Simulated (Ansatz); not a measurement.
# Ca on Ni(100): change of the work function, part 3 of 3

How does Ca on the hollow site change the work function of Ni(100) as the layer fills?

Ansatz 0.2.0; plane-wave DFT, PBE, Ansatz PAW (the session's first sound run).

So far, work function, upper face (eV): step 2 (the clean slab) 4.88; step 4 (the covered slab, coverage 0.5 ML) 3.20; step 6 (the slab at 0.25 ML, atoms frozen) 2.25; step 7 (the substrate of the 0.25 ML cell alone) 4.88; step 8 (the adsorbate layer of the 0.25 ML cell alone) 2.79.

### 10. A changed input

This step: plane-wave DFT, PBE, Ansatz PAW, but for the change named below (Ansatz 0.2.0).

System of this step: Ca/Ni(100). The cell holds 18 atoms: 16 Ni and 2 Ca. Cell: a = 4.978 Å, b = 4.978 Å, c = 25.848 Å, α = 90.0°, β = 90.0°, γ = 90.0°. Vacuum lies along c.

A run with a changed input: it repeats the earlier run at 0.5 ML with relax.f_tol from 0.02 to 0.001, relax.max_displacement to 0.3 and hamiltonian.xc from pbe to lda.

Input file input.yaml:

```yaml
crystal:
  lattice:
    - [4.9780317396, 0.0, 0.0]
    - [0.0, 4.9780317396, 0.0]
    - [0.0, 0.0, 25.8480725631]
  atoms:
    - { symbol: Ni, position: [0.25, 0.25, 0.3481884376], spin: 0.76 }
    - { symbol: Ni, position: [0.0, 0.0, 0.4162786209], spin: 0.69 }
    - { symbol: Ni, position: [0.25, 0.25, 0.4852256947], spin: 0.7 }
    - { symbol: Ni, position: [0.0, 0.0, 0.5507420939], spin: 0.76 }
    - { symbol: Ni, position: [0.25, 0.75, 0.3481884376], spin: 0.76 }
    - { symbol: Ni, position: [0.0, 0.5, 0.4162786209], spin: 0.69 }
    - { symbol: Ni, position: [0.25, 0.75, 0.4852256947], spin: 0.7 }
    - { symbol: Ni, position: [0.0, 0.5, 0.5507420939], spin: 0.76 }
    - { symbol: Ni, position: [0.75, 0.25, 0.3481884376], spin: 0.76 }
    - { symbol: Ni, position: [0.5, 0.0, 0.4162786209], spin: 0.69 }
    - { symbol: Ni, position: [0.75, 0.25, 0.4852256947], spin: 0.7 }
    - { symbol: Ni, position: [0.5, 0.0, 0.5507420939], spin: 0.76 }
    - { symbol: Ni, position: [0.75, 0.75, 0.3481884376], spin: 0.76 }
    - { symbol: Ni, position: [0.5, 0.5, 0.4162786209], spin: 0.69 }
    - { symbol: Ni, position: [0.75, 0.75, 0.4852256947], spin: 0.7 }
    - { symbol: Ni, position: [0.5, 0.5, 0.5507420939], spin: 0.76 }
    - { symbol: Ca, position: [0.25, 0.25, 0.6518115624] }
    - { symbol: Ca, position: [0.75, 0.75, 0.6518115624] }
magnetization:
  spin_polarized: true
kpoints:
  mp_grid: { grid: [6, 6, 1] }
hamiltonian:
  xc: lda
scf:
  occupations: { method: fermi_dirac, width: 0.1 }
  convergence: { dr2_threshold: 1.0e-08 }
efield:
  axis: 3
  dipole_correction: true
  ramp_position: 0.97
  ramp_width: 0.06
relax:
  f_tol: 0.001
  max_steps: 60
  constraints: [{ sites: [0, 1, 4, 5, 8, 9, 12, 13] }]
  max_displacement: 0.3
output:
  bader: true
  dos: { projected: true, e_range: [-8, 4] }
  write_potential: true
  write_density: true
  volumetric_format: npy
```

Command:

```bash
> ansatz run input.yaml --threads 4 --pin off --max-ram 12288MiB --backend cpu --events-out ev --progress --plain --runs-dir out
```

It took 15 min on 4 threads of Arm Neoverse V1, shared host; peak memory 3.7 GiB.

Step by step:

```csv
step,energy less that of the first step (eV),largest force component (eV/Å)
1,0.0000,1.2780
2,-0.6790,0.9896
3,-1.0870,0.2356
4,-1.1910,0.1384
5,-1.1977,0.0089
6,-1.1978,0.0006
```

Forces are held to the 16 operations that the run works with; a distortion that breaks them can't arise in this run.

The atoms that moved most (Å):

```csv
atom,dx,dy,dz,length
Ca18,0.000,0.000,-0.762,0.762
Ca17,0.000,0.000,-0.762,0.762
Ni4,0.000,0.000,-0.197,0.197
Ni8,0.000,0.000,-0.197,0.197
Ni16,0.000,0.000,-0.197,0.197
Ni12,0.000,0.000,-0.197,0.197
Ni3,0.000,0.000,-0.129,0.129
Ni15,0.000,0.000,-0.129,0.129
```

Final coordinates:

```xyz
18
Lattice="4.9780 0.0000 0.0000 0.0000 4.9780 0.0000 0.0000 0.0000 25.8481" Properties=species:S:1:pos:R:3
Ni    1.2445    1.2445    9.0000
Ni    0.0000    0.0000   10.7600
Ni    1.2445    1.2445   12.4130
Ni    0.0000    0.0000   14.0386
Ni    1.2445    3.7335    9.0000
Ni    0.0000    2.4890   10.7600
Ni    1.2445    3.7335   12.4226
Ni    0.0000    2.4890   14.0386
Ni    3.7335    1.2445    9.0000
Ni    2.4890    0.0000   10.7600
Ni    3.7335    1.2445   12.4226
Ni    2.4890    0.0000   14.0386
Ni    3.7335    3.7335    9.0000
Ni    2.4890    2.4890   10.7600
Ni    3.7335    3.7335   12.4130
Ni    2.4890    2.4890   14.0386
Ca    1.2445    1.2445   16.0866
Ca    3.7335    3.7335   16.0866
```

Numbers from this step:

| Item | Value |
| --- | --- |
| energy at zero smearing | -95912.9519 eV |
| total moment | 8.282 μB |
| work function, upper face | 3.193 eV |
| work function, lower face | 5.250 eV |
| dipole along the normal | 0.2817 e·Å |
| step between the vacuum levels | -2.057 eV |

The density of states has structure finer than the step of the table below, so its rows give means over 0.25 eV, whole bins alone (the curve runs from -8 to 1.98 eV). Peaks (eV: height): total -2.350: 70.1, -1.890: 60.1, -1.800: 56.4, -1.740: 74.7, -1.530: 54.8, -1.260: 59.4, -0.720: 61.0; up -2.320: 43.8, -2.230: 33.8, -1.890: 36.2, -1.740: 42.0, -0.900: 33.7, -0.720: 37.0, -0.480: 33.5; down -2.350: 38.3, -1.740: 32.7, -1.530: 31.7, -1.050: 32.8, -0.930: 32.8, -0.450: 32.1, -0.180: 31.5.

Table of density of states by energy, zero at the Fermi level; means over each step; values in states/eV a cell:

```csv
energy (eV),total,up,down
-7.75,1.02,0.516,0.509
-7.50,1.08,0.547,0.537
-7.25,1.15,0.582,0.572
-7.00,1.17,0.594,0.580
-6.75,2.09,1.10,0.987
-6.50,2.55,1.30,1.25
-6.25,2.55,1.29,1.26
-6.00,2.69,1.41,1.28
-5.75,2.84,1.49,1.35
-5.50,3.61,1.93,1.68
-5.25,3.84,2.03,1.81
-5.00,4.70,2.63,2.07
-4.75,8.14,5.19,2.95
-4.50,11.4,7.39,4.02
-4.25,15.2,8.93,6.28
-4.00,21.9,13.7,8.15
-3.75,21.3,13.4,7.88
-3.50,24.1,10.5,13.6
-3.25,25.6,13.0,12.6
-3.00,21.8,12.4,9.37
-2.75,31.8,17.3,14.5
-2.50,29.5,17.8,11.7
-2.25,48.1,26.1,22.0
-2.00,32.9,18.0,14.9
-1.75,45.8,22.1,23.8
-1.50,40.5,21.5,18.9
-1.25,46.8,27.7,19.0
-1.00,49.9,24.1,25.8
-0.75,49.8,28.7,21.1
-0.50,46.0,25.9,20.0
-0.25,35.6,9.33,26.3
0.00,27.3,5.44,21.8
0.25,23.6,3.25,20.4
0.50,10.2,3.73,6.46
0.75,9.12,4.75,4.37
1.00,9.22,4.47,4.74
1.25,7.74,4.30,3.44
1.50,8.94,3.73,5.21
1.75,9.53,4.41,5.12
```

Projected DOS per atom over height of the atomic layer and energy from the Fermi level. Layers: Ni4 Ni4 Ni4 Ni4 Ca2 from below.

Ten even steps from '_' (0.00 states/eV) to '@' (4.12 states/eV), each cell a mean:
```
__________
__________
__________
::::......
++====--..
##******__
@@**++%%__
##++++##__
++==++**__
++++++**__
--==--==__
::==----__
..====::__
..--==::__
__..::..__
__________
__________
__________
__________
__________
__________
__________
```
Columns: height of the atomic layer (Å) from 9 to 16.1 (not evenly spaced); rows upwards: energy from the Fermi level (eV) from -7.96 to 1.95.

Projected DOS per atom, spin up over height of the atomic layer and energy from the Fermi level. Layers: Ni4 Ni4 Ni4 Ni4 Ca2 from below.

Values in states/eV, 22 rows by 5 columns, each cell a mean:
```
0.07 0.08 0.07 0.15 0.03
0.12 0.17 0.11 0.15 0.05
0.14 0.11 0.18 0.15 0.15
0.14 0.13 0.16 0.17 0.21
0.26 0.24 0.31 0.39 0.27
1.41 1.36 1.50 1.36 0.15
2.32 1.42 1.13 1.49 0.09
1.88 1.28 1.12 1.74 0.12
1.50 0.76 0.91 1.61 0.15
1.31 1.43 1.44 1.31 0.14
1.00 1.07 0.85 0.93 0.21
0.62 0.82 0.76 0.82 0.01
0.52 1.05 0.93 0.48 0.01
0.30 0.84 1.06 0.54 0.02
0.19 0.48 0.63 0.27 0.03
0.10 0.19 0.23 0.15 0.02
0.07 0.14 0.15 0.10 0.01
0.05 0.11 0.11 0.07 0.01
0.05 0.10 0.09 0.07 0.01
0.03 0.07 0.07 0.04 0.01
0.01 0.05 0.06 0.02 0.00
0.01 0.05 0.06 0.02 0.00
```
Columns: height of the atomic layer (Å) from 9 to 16.1 (not evenly spaced); rows upwards: energy from the Fermi level (eV) from -7.96 to 1.95.

Projected DOS per atom, spin down over height of the atomic layer and energy from the Fermi level. Layers: Ni4 Ni4 Ni4 Ni4 Ca2 from below.

Values in states/eV, 22 rows by 5 columns, each cell a mean:
```
0.12 0.16 0.11 0.19 0.05
0.14 0.15 0.16 0.15 0.06
0.20 0.17 0.18 0.17 0.14
0.85 0.74 0.65 0.45 0.24
2.01 1.46 1.42 1.06 0.23
1.77 1.13 1.10 1.11 0.12
1.80 1.23 0.99 1.91 0.11
1.38 0.85 0.96 1.41 0.16
0.95 1.16 1.39 1.25 0.07
0.88 0.99 0.76 1.22 0.27
0.57 0.87 0.64 0.95 0.13
0.46 0.93 0.88 0.54 0.01
0.24 0.66 0.97 0.55 0.02
0.22 0.49 0.63 0.36 0.03
0.12 0.23 0.32 0.20 0.03
0.08 0.14 0.17 0.12 0.02
0.06 0.12 0.12 0.09 0.01
0.05 0.10 0.10 0.07 0.01
0.06 0.09 0.09 0.07 0.01
0.03 0.06 0.06 0.04 0.01
0.01 0.05 0.06 0.02 0.00
0.01 0.04 0.06 0.02 0.00
```
Columns: height of the atomic layer (Å) from 9 to 16.1 (not evenly spaced); rows upwards: energy from the Fermi level (eV) from -7.96 to 1.95.

Site moment by atom:

```csv
atom,site moment (μB)
Ni1,0.694
Ni2,0.624
Ni3,0.548
Ni4,0.309
Ni5,0.716
Ni6,0.624
Ni7,0.534
Ni8,0.309
Ni9,0.716
Ni10,0.624
Ni11,0.534
Ni12,0.309
Ni13,0.694
Ni14,0.624
Ni15,0.548
Ni16,0.309
Ca17,-0.020
Ca18,-0.020
```

```csv
quantity,this run,earlier run,difference
"work function, upper face (eV)",3.193,3.198,-0.0053
"work function, lower face (eV)",5.250,4.883,0.37
dipole along the normal (e·Å),0.2817,0.2307,0.051
total moment (μB),8.282,9.233,-0.95
```

What moves beyond 0.01 in its unit (for the dipole 0.5 % and 5e-5 e·Å): total moment (-0.951 μB), dipole along the normal (+0.0509 e·Å) and work function, lower face (+0.367 eV).

### 11. Varying the input: hamiltonian.xc = "pbesol"

System of this step: Ni(100). The cell holds 4 atoms: 4 Ni. Cell: a = 2.489 Å, b = 2.489 Å, c = 23.280 Å, α = 90.0°, β = 90.0°, γ = 90.0°. Vacuum lies along c.

Another changed input: it repeats the earlier run at 0 ML with hamiltonian.xc from pbe to pbesol.

input.yaml, the sections that differ from step 10:

```yaml
crystal:
  lattice:
    - [2.4890158698, 0.0, 0.0]
    - [0.0, 2.4890158698, 0.0]
    - [0.0, 0.0, 23.28]
  atoms:
    - { symbol: Ni, position: [0.5, 0.5, 0.3865979381], spin: 0.7 }
    - { symbol: Ni, position: [0.0, 0.0, 0.4621993127], spin: 0.7 }
    - { symbol: Ni, position: [0.5, 0.5, 0.5378006873], spin: 0.7 }
    - { symbol: Ni, position: [0.0, 0.0, 0.6134020619], spin: 0.7 }
kpoints:
  mp_grid: { grid: [12, 12, 1] }
hamiltonian:
  xc: pbesol
relax:
  f_tol: 0.02
  max_steps: 60
  constraints: [{ sites: [0, 1] }]
output:
  write_potential: true
  write_density: true
  volumetric_format: npy
# magnetization, scf, efield: as in step 10
```

It took 69 s on 4 threads; peak memory 0.52 GiB.

The steps of the relaxation:

```csv
step,energy less that of the first step (eV),largest force component (eV/Å)
1,0.0000,0.6919
2,-0.0338,0.4450
3,-0.0529,0.0599
4,-0.0528,0.0417
5,-0.0532,0.0030
```

Relaxation step 4 was tried and not accepted.

Forces are held to the 8 operations that the run works with; a distortion that breaks them can't arise in this run.

The atoms that moved most (Å):

```csv
atom,dx,dy,dz,length
Ni4,0.000,0.000,-0.170,0.170
Ni3,0.000,0.000,-0.044,0.044
```

Final coordinates:

```xyz
4
Lattice="2.4890 0.0000 0.0000 0.0000 2.4890 0.0000 0.0000 0.0000 23.2800" Properties=species:S:1:pos:R:3
Ni    1.2445    1.2445    9.0000
Ni    0.0000    0.0000   10.7600
Ni    1.2445    1.2445   12.4764
Ni    0.0000    0.0000   14.1100
```

Numbers from this step:

```yaml
energy_at_zero_smearing: -23217.7764 eV
total_moment: 2.722 μB
site_moments: 0.7553, 0.6830, 0.6866, 0.7454 μB
work_function_upper_face: 4.995 eV
dipole_along_the_normal: -3.26e-5 e·Å
```

Site moment by atom:

```csv
atom,site moment (μB)
Ni1,0.755
Ni2,0.683
Ni3,0.687
Ni4,0.745
```

```csv
quantity,this run,earlier run,difference
"work function, upper face (eV)",4.995,4.883,0.11
total moment (μB),2.722,2.748,-0.026
```

What moves beyond 0.01 in its unit (for the dipole 0.5 % and 5e-5 e·Å): work function, upper face (+0.112 eV) and total moment (-0.0261 μB).

### 12. Summary of results

| Quantity | Value |
| --- | --- |
| work function of the clean face | 4.88 eV |
| work function at 0.25 ML | 2.25 eV |
| work function at 0.5 ML | 3.20 eV |
| dipole per adsorbate at 0.25 ML, positive end outwards | 1.75 D |
| step of the potential from the moved charge at 0.25 ML, upper less lower side, atoms held | -2.65 eV |

Ca lowers the work function of Ni(100) at the lowest coverage, by 2.64 eV: the adsorbate layer has its positive end outwards. The slab has 4 layers, at the tabulated experimental lattice constant, one starting site was run, and quantum-size effects of a slab this thin can reach one or two tenths of an eV. The magnetic order is the one reached from the typed start; other orders were not compared.

[Logs are printed without paths, hosts, clocks, repeated set-up lines and the standing remarks that a program may print on its own settings, such as how far it seeks lower states.]

[Hosts, paths, dates, database ids (printed as entryN), source tags and the programs' standing remarks are cut or masked in the printed files.]

[Maps of the electrostatic potential energy from Ansatz leave out the sawtooth potential of an applied field or a dipole correction, so their vacuum need not be flat; planar profiles and work functions include it.]
